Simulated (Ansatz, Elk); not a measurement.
# How far do independent atoms describe Mg5MnZnPt?, part 2 of 2

Structure refinements treat a crystal as free atoms side by side. For a made-up structure of Mg5MnZnPt (cell and positions from a PBEsol relaxation) the runs below show what the calculated density changes in F(hkl).

Elk 11.2.3 (patched build); all-electron DFT.

So far: Starting point; Ground state and structure factors; The magnetisation density.

The structure was built from a prototype and need not be the compound's stable phase.

### Step 4. The highest occupied states alone

Level of this step: DFT, PBE, all-electron APW+lo, Dirac cores, scalar-relativistic bands, static density, ferromagnetic start (Elk).

An energy window below the Fermi level keeps the highest occupied states, to see at which angles they scatter; shallow core shells can lie inside it and anion s states outside. No new self-consistency is needed.

Contents of elk.in:

```
tasks
  195

xctype
  20

spinpol
  .true.

rgkmax
  7.0

gmaxvr
  14.0

lmaxo
  7

lmaxapw
  8

swidth
  0.002

tshift
  .false.

ramdisk
  .false.

hmaxvr
  5.5

maxscl
  120

epspot
  1e-06

reducebf
  0.8

wsfac
  -0.160390 0.507100

sppath
  './'

avec
  8.83224461294 -0.00000000000 -0.00000000000
  -0.00000000000 5.46581872363 9.67342765563
  -0.00000000000 -5.46581872363 9.67342765563

atoms
  4
  'Pt.in'
  1
  0.5000000000 0.6637537097 0.6637537097   0.000000 0.000000 0.000000
  'Zn.in'
  1
  0.0000000000 0.8253873669 0.8253873669   0.000000 0.000000 0.000000
  'Mn.in'
  1
  0.5000000000 0.1666750806 0.1666750806   0.000000 0.000000 -0.175000
  'Mg.in'
  5
  0.5000000000 0.6653678518 0.1559053999   0.000000 0.000000 0.000000
  0.5000000000 0.1559053999 0.6653678518   0.000000 0.000000 0.000000
  0.0000000000 0.3237241344 0.3237241344   0.000000 0.000000 0.000000
  0.0000000000 0.8324809782 0.3439054785   0.000000 0.000000 0.000000
  0.0000000000 0.3439054785 0.8324809782   0.000000 0.000000 0.000000

ngridk
  4 4 4
```

Launch:

```console
$ OMP_NUM_THREADS=4 elk
```

Numbers of over 12 decimals in the logs are rounded to 6 here.

Log:

```text
┌─────────────────────────────────┐
│ Elk code version 11.2.3 started │
└─────────────────────────────────┘

Info(readinput): the functional depends on the density's gradient
 muffin-tin radial points multiplied by    2.00000
 (not where nrmtscf is given)

┌────────────────────┐
│ Current task : 195 │
└────────────────────┘

Info(sfacrho): density structure factors written to SFACRHO.OUT

 Energy window :  -0.1603900000      0.5071000000

┌──────────────────┐
│ Elk code stopped │
└──────────────────┘
```

Elapsed: 24 s, on 4 threads of Arm Neoverse V2, shared host; peak memory 0.37 GiB; 37 s of CPU time.

States within 10 eV below the Fermi level hold 39.00 electrons; any levels below the window count with the cores. Their amplitudes can exceed the total, where window and core parts have opposite phase:

```
hkl  sin θ/λ (Å⁻¹)  abs F, window  abs F, all
002          0.098         11.592      73.986
011          0.099         10.673      62.820
100          0.107          1.656      58.190
102          0.145         15.073      78.590
111          0.146          8.162      42.574
013          0.170          7.322      32.542
020          0.173         15.988      86.322
004          0.195          6.185      88.029
022          0.199          7.467      89.363
113          0.201          7.778      62.405
```

### Step 5. Another functional

The difference from free atoms is small, so it is set against the change that LDA (Perdew-Wang) makes.

Edit elk.in of step 4 so:

```diff
@@ -1,6 +1,8 @@
 tasks
+  0
   195
+  196
 
 xctype
-  20
+  3
 
@@ -42,5 +44,2 @@
 
-wsfac
-  -0.160390 0.507100
-
 sppath
```

Launch:

```console
$ OMP_NUM_THREADS=4 elk
```

Log:

```text
┌─────────────────────────┐
│ Elk code version 11.2.3 │
└─────────────────────────┘

All units are atomic (Hartree, Bohr, etc.)

┌─────────────────────────────────────────────────┐
│ Ground-state run starting from atomic densities │
└─────────────────────────────────────────────────┘

Lattice vectors :
   8.832244613      -0.000000000      -0.000000000
  -0.000000000       5.465818724       9.673427656
  -0.000000000      -5.465818724       9.673427656

Reciprocal lattice vectors :
  0.7113916770       0.000000000       0.000000000
[...]
Moments :
 interstitial                :  -0.3447523617E-01
 muffin-tins
  species : 1 (Pt)
[...]
species : 2 (Zn)
[...]
species : 3 (Mn)
[...]
species : 4 (Mg)
[...]
atom 4                    :  -0.1959733260E-01
   atom 5                    :  -0.1959733260E-01
 total in muffin-tins        :    3.177369166
 total moment                :    3.142893929

┌──────────────────────────────┐
│ Self-consistent loop stopped │
└──────────────────────────────┘

Warning : core states of species 1 leak from the muffin-tin :   0.1525326015E-03

Wrote STATE.OUT
[key lines of the parts left out:]
total energy                :     -22384.041366592
```

It took 7.6 min on 4 threads; peak memory 0.53 GiB; 28 min of CPU time.

Against the first run R = 0.04 %; the largest change is -0.120 at 040. The moment goes from 3.22 to 3.14 μB.

### Step 6. Basis size

A smaller basis shows how fast F responds to it; the change is likely larger than the basis error of the first run, but doesn't show convergence.

Edit elk.in of step 5 so:

```diff
@@ -6,3 +6,3 @@
 xctype
-  3
+  20
 
@@ -12,3 +12,3 @@
 rgkmax
-  7.0
+  5.5
```

Launch:

```console
$ OMP_NUM_THREADS=4 elk
```

Log:

```text
┌─────────────────────────┐
│ Elk code version 11.2.3 │
└─────────────────────────┘

All units are atomic (Hartree, Bohr, etc.)

┌─────────────────────────────────────────────────┐
│ Ground-state run starting from atomic densities │
└─────────────────────────────────────────────────┘

Lattice vectors :
   8.832244613      -0.000000000      -0.000000000
  -0.000000000       5.465818724       9.673427656
  -0.000000000      -5.465818724       9.673427656

Reciprocal lattice vectors :
  0.7113916770       0.000000000       0.000000000
[...]
muffin-tins
  species : 1 (Pt)
[...]
species : 2 (Zn)
[...]
species : 3 (Mn)
[...]
species : 4 (Mg)
[...]
atom 4                    :  -0.2021560582E-01
   atom 5                    :  -0.2021560582E-01
 total in muffin-tins        :    3.120106278
 total moment                :    3.086451683

RMS change in Kohn-Sham potential (target) :   0.1574039409E-01 (  0.1000000000E-05)
Absolute change in total energy (target)   :   0.7391034733E-01 (  0.1000000000E-03)

┌─────────────────┐
│ Loop number : 9 │
└─────────────────┘
[key lines of the parts left out:]
total energy                :     -22403.036723816
```

The job ended after 4.7 min (4 threads; peak memory 0.74 GiB).

The run was cut off at its time limit.

### Step 7. Settings against the effect

```csv
run,R against the first run (%),"R against neutral atoms, low angle (%)",wall time
"PBE, rgkmax 7",0.00,0.41,15 min
LDA (Perdew-Wang),0.04,0.42,7.6 min
```

### Step 8. Summary of results

```yaml
r_against_neutral_atoms_sin_theta_lambda_0p3_a_minus1: 0.41 %
r_against_neutral_atoms_0p3_to_0p57_a_minus1: 0.11 %
magnetic_form_factor_over_free_ion_j0_0p12_to_0p35_a_minus1: 1.03
```

Independent neutral atoms miss the calculated amplitudes by R = 0.41 % below 0.3 Å⁻¹ and 0.11 % from there to 0.57 Å⁻¹; by shells, 0.26 % below 0.15 Å⁻¹ (5 forms), 0.43 % 0.15 to 0.3 (23 forms), 0.11 % 0.3 to 0.45 (49 forms), 0.10 % above 0.45 (72 forms). Bonding, aspherical density and the tables' own atoms all enter these figures, and the runs don't part them. The largest change of an amplitude is -0.93 electrons, at 104. R counts amplitudes alone; phases shift too. The relaxation gave a moment of 3.49 μB against 3.22 μB here, so the moment isn't settled. The magnetic order is that of the start. No other order was tried here, and an antiferromagnetic one would change or move the magnetic intensity. Between 0.12 and 0.35 Å⁻¹ the magnetic form factor is 1.03 times the free-ion one. The sphere holds 3.44 of the 3.22 μB; that share, the choice of ion, the size of the d shell and its asphericity all move this ratio. The window's part falls from 39.0 electrons at the origin to at most 3.99 between 0.45 and 0.57 Å⁻¹, where compact states inside the window still scatter. Below 0.3 Å⁻¹ the changes that finished (LDA (Perdew-Wang)) move F by R = 0.02 % at most, against the 0.41 % that separates it from free atoms. The magnetic factors move by R = 4.1 % (LDA (Perdew-Wang)), so they aren't settled to better than that. The basis has no finished test. The k-mesh has no finished test. Spin-orbit coupling is left out, which can matter for elements this heavy. Part of the difference isn't bonding: the tables are fits to free atoms and ions calculated by other methods than this functional. Thermal motion, anomalous dispersion and extinction are left out.

[Logs are printed without paths, hosts, clocks, repeated set-up lines and the standing remarks that a program may print on its own settings, such as how far it seeks lower states.]

[Hosts, paths, dates, database ids (printed as entryN), source tags and the programs' standing remarks are cut or masked in the printed files.]
